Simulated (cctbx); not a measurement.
**Diagnosing a refinement**

Cell a = 7.7390 Å, b = 7.7390 Å, c = 4.3370 Å, α = 90.00°, β = 90.00°, γ = 120.00°; space group P-62m (no. 189).

The data are simulated with cctbx, not measured: Mo Kα, λ = 0.71073 Å, to d = 0.77 Å, 95 % of the full sphere, strongest reflection 5000 counts, noise from counting, a 3 % proportional error and a noise floor of 15 counts (s.d.); no absorption.

An anisotropic refinement with weights 1/σ² prints:

```text
Rint 0.053, 222 unique reflections to 0.77 A
cycle     R1     wR2    GooF  max shift (A)
   1  0.0957  0.2025   7.525   0.00027
   2  0.0918  0.1973   7.332   0.00000
final R1 0.0918 wR2 0.1973 GooF 7.332  parameters 8  data/parameter 27.8
atom        x        y        z      Ueq    occ   su(xyz)  su(Uiso or U11)
Dy1    0.41080  0.00000  0.50000   0.0052  1.000  0.00042  0.0012
Cu1    0.66667  0.33333  0.00000   0.0107  1.000  0.00000  0.0041  NPD
K1     0.00000  0.00000  0.50000   0.0112  1.000  0.00000  0.0091
difference map: max 26.36 min -5.63 rms 1.43
Q1    0.0000  0.7789  0.0000    3   26.37  2.76 A from K1
Q2    0.0000  0.0000  0.0000    1    7.91  2.17 A from K1
Q3    0.0000  0.6803  0.5000    3    6.65  2.09 A from Dy1
Q4    0.2278  0.5814  0.0000    6    5.64  0.75 A from Cu1
Q5    0.1961  0.4336  0.0000    6    3.74  1.57 A from Cu1
Q6    0.0000  0.4215  0.5000    3    3.40  0.08 A from Dy1
```

Q: Accept it or mend it, and why?

Mend it. The fault: an atom left out, Al at (0.7662, 0, 0). Against the right model at the same level, R1 goes from 0.0123 to 0.0918 and GooF from 0.95 to 7.33, the top difference peak, 26.4 e/Å³, lies 2.76 Å from K1 and Cu1 goes non-positive-definite. Q1 is the missing atom. With scattering power missing, scale and phases suffer, so peaks may also grow on the heavy atoms.

The compound is KDy3Al3Cu2. The right model at the same level gives:

```text
Rint 0.053, 222 unique reflections to 0.77 A
cycle     R1     wR2    GooF  max shift (A)
   1  0.0125  0.0259   0.973   0.00043
   2  0.0123  0.0254   0.954   0.00000
final R1 0.0123 wR2 0.0254 GooF 0.954  parameters 12  data/parameter 18.5
atom        x        y        z      Ueq    occ   su(xyz)  su(Uiso or U11)
Dy1    0.41084  0.00000  0.50000   0.0063  1.000  0.00006  0.0002
Cu1    0.66667  0.33333  0.00000   0.0080  1.000  0.00000  0.0005
K1     0.00000  0.00000  0.50000   0.0098  1.000  0.00000  0.0011
Al1    0.76654  0.00000  0.00000   0.0093  1.000  0.00042  0.0013
Flack x: 0.06(5)
Hooft y: -0.011(37)  Bijvoet pairs: 88
difference map: max 1.14 min -0.77 rms 0.19
Q1    0.0000  0.0000  0.2898    2    1.15  0.91 A from K1
Q2    0.1632  0.4945  0.2284   12    0.76  1.61 A from Dy1
Q3    0.0964  0.2892  0.5000    6    0.65  1.46 A from Dy1
Q4    0.1484  0.4505  0.0000    6    0.63  1.57 A from Cu1
Q5    0.3333  0.6667  0.2459    4    0.58  1.07 A from Cu1
Q6    0.0698  0.8491  0.0000    6    0.58  0.60 A from Al1
```

The model is made up (kin elements in a known structure type, no relaxation), so it says nothing on whether the phase exists.

[Middle refinement cycles are left out of these outputs.]

[Logs are printed without paths, hosts, clocks, repeated set-up lines and the standing remarks that a program may print on its own settings, such as how far it seeks lower states.]
